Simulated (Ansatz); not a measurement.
## H2CClF (P2_1): how ε∞ follows the gap

The empty bands of H2CClF (P2_1) are shifted up rigidly by Δ, and ε∞ along x is computed for each shift. x, y and z are the Cartesian axes of the input cell.

Cell: a, b, c = 5.021, 4.148, 6.768 Å (primitive vectors), 10 atoms.

Method: Ansatz 0.2.0, PBEsol, independent particles, k-mesh 6×6×4 with interpolation inside its cells, Gaussian parameter 0.1 eV.

Launch of the response step: `ansatz run input.yaml --threads 4 --pin off --max-ram 8192MiB --backend cpu --events-out ev --progress --plain --runs-dir out`. The series took 8.8 min in all, on 4 threads of Intel(R) Xeon(R) Processor @ 2.50GHz (Skylake/Cascade Lake) (shared host).

| Δ (eV) | ε∞ along x |
| --- | --- |
| 0.00 | ? |
| 0.40 | 2.573 |
| 0.80 | 2.519 |
| 1.20 | 2.469 |
| 1.60 | 2.422 |
| 2.00 | 2.379 |

With one effective transition at E₀ and fixed dipole strength, ε∞ − 1 = A/(E₀ + Δ), so 1/(ε∞ − 1) is linear in Δ.

Working, on the rows shown:

| x = Δ (eV) | y = 1/(ε∞ − 1) |
| --- | --- |
| 0.4 | 0.635728 |
| 0.8 | 0.658328 |
| 1.2 | 0.680735 |
| 1.6 | 0.703235 |
| 2 | 0.725163 |

Means: x̄ = 1.2, ȳ = 0.68064. Σ(x − x̄)(y − ȳ) = 0.08951, Σ(x − x̄)² = 1.6. Slope = 0.08951 / 1.6 = 0.05594; intercept = ȳ − slope · x̄ = 0.6135. Turned back into ε∞ along x, the line misses the rows shown by at most 0.00044.

Q: Fill in the last column of the withheld row.

A: At x = 0 the line gives y = 0.6135, that is 2.630. The run gave 2.631, so the extrapolation is off by 0.001, 0.4 % of the range in the table.

Refitted with all rows, the slope is 0.05608 and the intercept 0.6133. These give E₀ = intercept/slope = 10.9 eV, far above the least direct gap of 5.96 eV: most of the screening comes from transitions well over the edge. Over the first step ε∞ falls by 6 % per eV. Excitons are left out and so are local fields; PBEsol gaps are as a rule too small.
